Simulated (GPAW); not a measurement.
# Quasiparticle gap of As (buckled honeycomb monolayer) in GPAW, part 2 of 2

How does a plane-wave GW calculation on As (buckled honeycomb monolayer) run from the first input to the gap?

GPAW 26.7.0; LDA and many-body steps on it, plane waves. Known limits of the many-body steps: not at the basis limit; no spin-orbit coupling.

So far. Step 3 (Ground state): The gap is indirect, with the least direct gap 0.67 eV higher. Step 4 (Empty states on the mesh, 12×12×1 mesh, 309 bands): On this mesh the gap is 1.413 eV.

### Step 5. Screening and self-energy, 12×12×1 mesh, 139 bands, screening to 60 eV

Now the one-shot GW correction: screening in the RPA, then the self-energy of the levels asked for.

This step: G0W0 on LDA, plane waves, PAW.

The input, run.py:

```python
import json
import numpy as np
from gpaw.mpi import world
from gpaw.response.g0w0 import G0W0

gw = G0W0('full.gpw',
    filename='gw',
    kpts=[0, 8],
    bands=(3, 7),
    ecut=60,
    nbands=139,
    truncation='2D',
    integrate_gamma='sphere',
    q0_correction=True,
    frequencies={'type': 'nonlinear', 'domega0': 0.15, 'omega2': 15.0},
    eta=0.1,
    nblocksmax=True)
gw.calculate()
res = {mode: {k: v for k, v in r.items() if k != 'sigma_eskwn'}
       for mode, r in gw.all_results.items()}

if world.rank == 0:
    with open('result.json', 'w') as f:
        json.dump(res, f, default=lambda x: x.tolist())
```

Command:

```sh
$ mpirun -n 4 gpaw python run.py
```

Numbers of over 12 decimals in the logs are rounded to 6 here.

Output:

```text
Using integrator: PointIntegrator
NonLinearFrequencyDescriptor(from 0.000 to 73.866 eV, 163 points)
Nonperiodic BCs:  [False False  True]
Using integrator: PointIntegrator
NonLinearFrequencyDescriptor(from 0.000 to 73.866 eV, 163 points)
Nonperiodic BCs:  [False False  True]
Applying analytical 2D correction to W:
    Evaluating Gamma point contribution to W on a 11x11x1 grid
  ___  _ _ _
 |   || | | |
 | | || | | |
 |__ ||_____|
 |___|

BZ k-points: Symmetries present (total): 12

  [... matrices ...]
144 k-points: 12 x 12 x 1 Monkhorst-Pack grid + [1/24,1/24,0.000000]
19 k-points in the irreducible part of the Brillouin zone
       k-points in crystal coordinates                weights
   0:    -0.00000000   -0.00000000    0.00000000          1/144
   1:     0.08333333   -0.00000000    0.00000000          6/144
   2:     0.16666667   -0.08333333    0.00000000          6/144
   3:     0.16666667   -0.00000000    0.00000000          6/144
   4:     0.25000000   -0.08333333    0.00000000         12/144
   5:     0.25000000   -0.00000000    0.00000000          6/144
   6:     0.33333333   -0.16666667    0.00000000          6/144
   7:     0.33333333   -0.08333333    0.00000000         12/144
   8:     0.33333333   -0.00000000    0.00000000          6/144
   9:     0.33333333    0.33333333    0.00000000          2/144
          ...
  18:     0.50000000    0.50000000    0.00000000          3/144

Distributing spins, k-points and bands (1 x 2 x 4) over 1 process
Number of blocks: 4

Quasi particle states:
k-points (IBZ indices): [0, 8]
Band range: (3, 7)
  [... matrices ...]
Computational parameters:
Plane wave cut-off: 60 eV
Number of bands: 139
Coulomb cutoff: 2D
Broadening: 0.1 eV

fxc modes: GW
Kernel: RPA
Using full-frequency real axis integration
Summing all q:

Calculating screened Coulomb potential
2D Coulomb truncation
NonLinearFrequencyDescriptor(from 0.000 to 73.866 eV, 163 points)
Removing empty qpoint cache files...

Calculating chi0 body with:
    Ground state adapter containing:
    Number of spins: 1
    Number of kpoints: 144
    Number of irreducible kpoints: 19
    Number of completely occupied states: 5
    Number of partially occupied states: 5
    Occupied states memory: 1.557312 M / cpu

    Linear response parametrization:
    q_c: [-2.0816681711721685e-17, -2.0816681711721685e-17, 0.0]
    Number of frequency points: 163
    Planewave cutoff: 60.0
    Number of bands: 139
    Number of planewaves: 135
    Broadening (eta): 0.1
    comm.size: 4
    kncomm.size: 1
    blockcomm.size: 4

    Memory estimate of potentially large arrays:
        chi0_wGG: 11.332226 M / cpu
Integrating chi0 body.

Symmetries of q_c:
    Direct symmetries (Uq -> q): 12
    Indirect symmetries (TUq -> q): 0
In total 12 allowed symmetries.

  [... matrices ...]
19 groups of equivalent kpoints. 86.805556% reduction.

Integral kind: spectral function
Integrating chi0 head and wings.

Symmetries of q_c:
    Direct symmetries (Uq -> q): 12
    Indirect symmetries (TUq -> q): 0
In total 12 allowed symmetries.

  [... matrices ...]
19 groups of equivalent kpoints. 86.805556% reduction.

Integral kind: spectral function wings

Calculating chi0 body with:
    Ground state adapter containing:
    Number of spins: 1
    Number of kpoints: 144
    Number of irreducible kpoints: 19
    Number of completely occupied states: 5
    Number of partially occupied states: 5
[... the further q-points ...]

Results:
f:      Occupation numbers
eps:     KS-eigenvalues [eV]
vxc:     KS vxc [eV]
exx:     Exact exchange [eV]
sigma:   Self-energies [eV]
dsigma:  Self-energy derivatives
Z:       Renormalization factors
qp:      QP-energies [eV]

k-point 0 (0): (-0.000, -0.000, 0.000)                GW
band       f     eps     vxc     exx   sigma  dsigma       Z      qp
                                                                   GW
   3   1.000  -1.766 -15.543 -16.332   0.694  -0.327   0.753  -1.838
   4   1.000  -1.766 -15.543 -16.332   0.694  -0.327   0.753  -1.838
   5   0.000   0.320 -14.553 -10.207  -2.803  -0.307   0.765   1.501
   6   0.000   1.808 -14.752  -9.939  -3.330  -0.391   0.719   2.874

k-point 1 (8): (0.333, -0.000, 0.000)                GW
band       f     eps     vxc     exx   sigma  dsigma       Z      qp
                                                                   GW
   3   1.000  -3.448 -14.671 -16.291   1.333  -0.365   0.733  -3.658
   4   1.000  -2.676 -13.760 -15.408   1.228  -0.378   0.726  -2.982
   5   0.000  -0.353 -12.124  -8.410  -2.588  -0.321   0.757   0.499
   6   0.000   1.958 -11.841  -7.269  -3.426  -0.360   0.735   2.800
```

Wall time 4.5 min (4 MPI ranks of Arm Neoverse V1, shared host); peak memory 1.7 GiB.

This step gave:

```yaml
g0w0_gap_on_the_points_computed: 2.336 eV
least_direct_g0w0_gap_on_the_computed_points: 3.339 eV
z_at_the_valence_top: 0.7533
z_at_the_conduction_bottom: 0.7570
starting_gap_on_the_mesh: 1.413 eV
k_of_the_valence_top: 0, 0, 0
k_of_the_conduction_bottom: 0.3333, 0, 0
```

The gap on the mesh goes from 1.41 eV to 2.34 eV, a correction of +0.92 eV.

Limits: finite bands, cutoff and mesh; no spin-orbit coupling. v1 is the top filled band, c1 the lowest empty one. Levels before and after the correction, in eV, zero at the valence-band top of each column:

```
           conduction bottom  valence top
Kohn-Sham               1.41         0.00
     G0W0               2.34         0.00
```

```
                    level  energy (eV)
Kohn-Sham         Γ v2-v1        0.000
Kohn-Sham            Γ c1        2.086
Kohn-Sham            Γ c2        3.573
Kohn-Sham  (0.333 0 0) v2       -1.682
Kohn-Sham  (0.333 0 0) v1       -0.910
Kohn-Sham  (0.333 0 0) c1        1.413
Kohn-Sham  (0.333 0 0) c2        3.724
     G0W0         Γ v2-v1        0.000
     G0W0            Γ c1        3.339
     G0W0            Γ c2        4.711
     G0W0  (0.333 0 0) v2       -1.821
     G0W0  (0.333 0 0) v1       -1.144
     G0W0  (0.333 0 0) c1        2.336
     G0W0  (0.333 0 0) c2        4.638
```

### Step 6. Where the time went

Times are wall times on 4 MPI ranks of Arm Neoverse V1, shared host, good to a factor of about two.

```
                     step     time  share  memory (GiB)
               relaxation     15 s    3 %          0.79
             ground state    5.8 s    1 %          0.63
 empty states on the mesh  2.4 min   33 %           3.3
screening and self-energy  4.5 min   62 %           1.7
```

### Step 7. Summary of results

* LDA gap: 1.41 eV, indirect
* G0W0 gap on the mesh: 2.34 eV
* GW settings: 12×12×1 mesh, 139 bands, screening to 60 eV, full frequency, Hilbert transform
* known limits: not at the basis limit; no spin-orbit coupling

What this shows: G0W0 moves the gap on the mesh from 1.41 eV to 2.34 eV (+0.92 eV), with Z of 0.75 and 0.76 at the edges. Only 2 of the mesh's irreducible points were corrected, so a valley elsewhere could overtake. The dearest step here is «screening and self-energy». Bands and cutoff are finite, so the gap is not at the basis limit. The miss can reach some tenths of an eV and take either sign; the mesh is an error of its own. These stock PAW sets were not made for GW; the filled d or f shell of As lies in the frozen core, which bears on start and correction. In the G0W0 run levels were corrected at 2 k points alone, so a gap called «on the mesh» is the least over those, and an edge elsewhere would be missed. The many-body steps are scalar-relativistic: spin-orbit coupling is not in them.

[Paths, hosts, dates, memory and timing lines, banners, echoed tables and standing remarks are left out of the program output.]

[Logs are printed without paths, hosts, clocks, repeated set-up lines and the standing remarks that a program may print on its own settings, such as how far it seeks lower states.]

[Runs of the session that timed out or met a known fault of the program may be left out.]

[Hosts, paths, dates, database ids (printed as entryN), source tags and the programs' standing remarks are cut or masked in the printed files.]
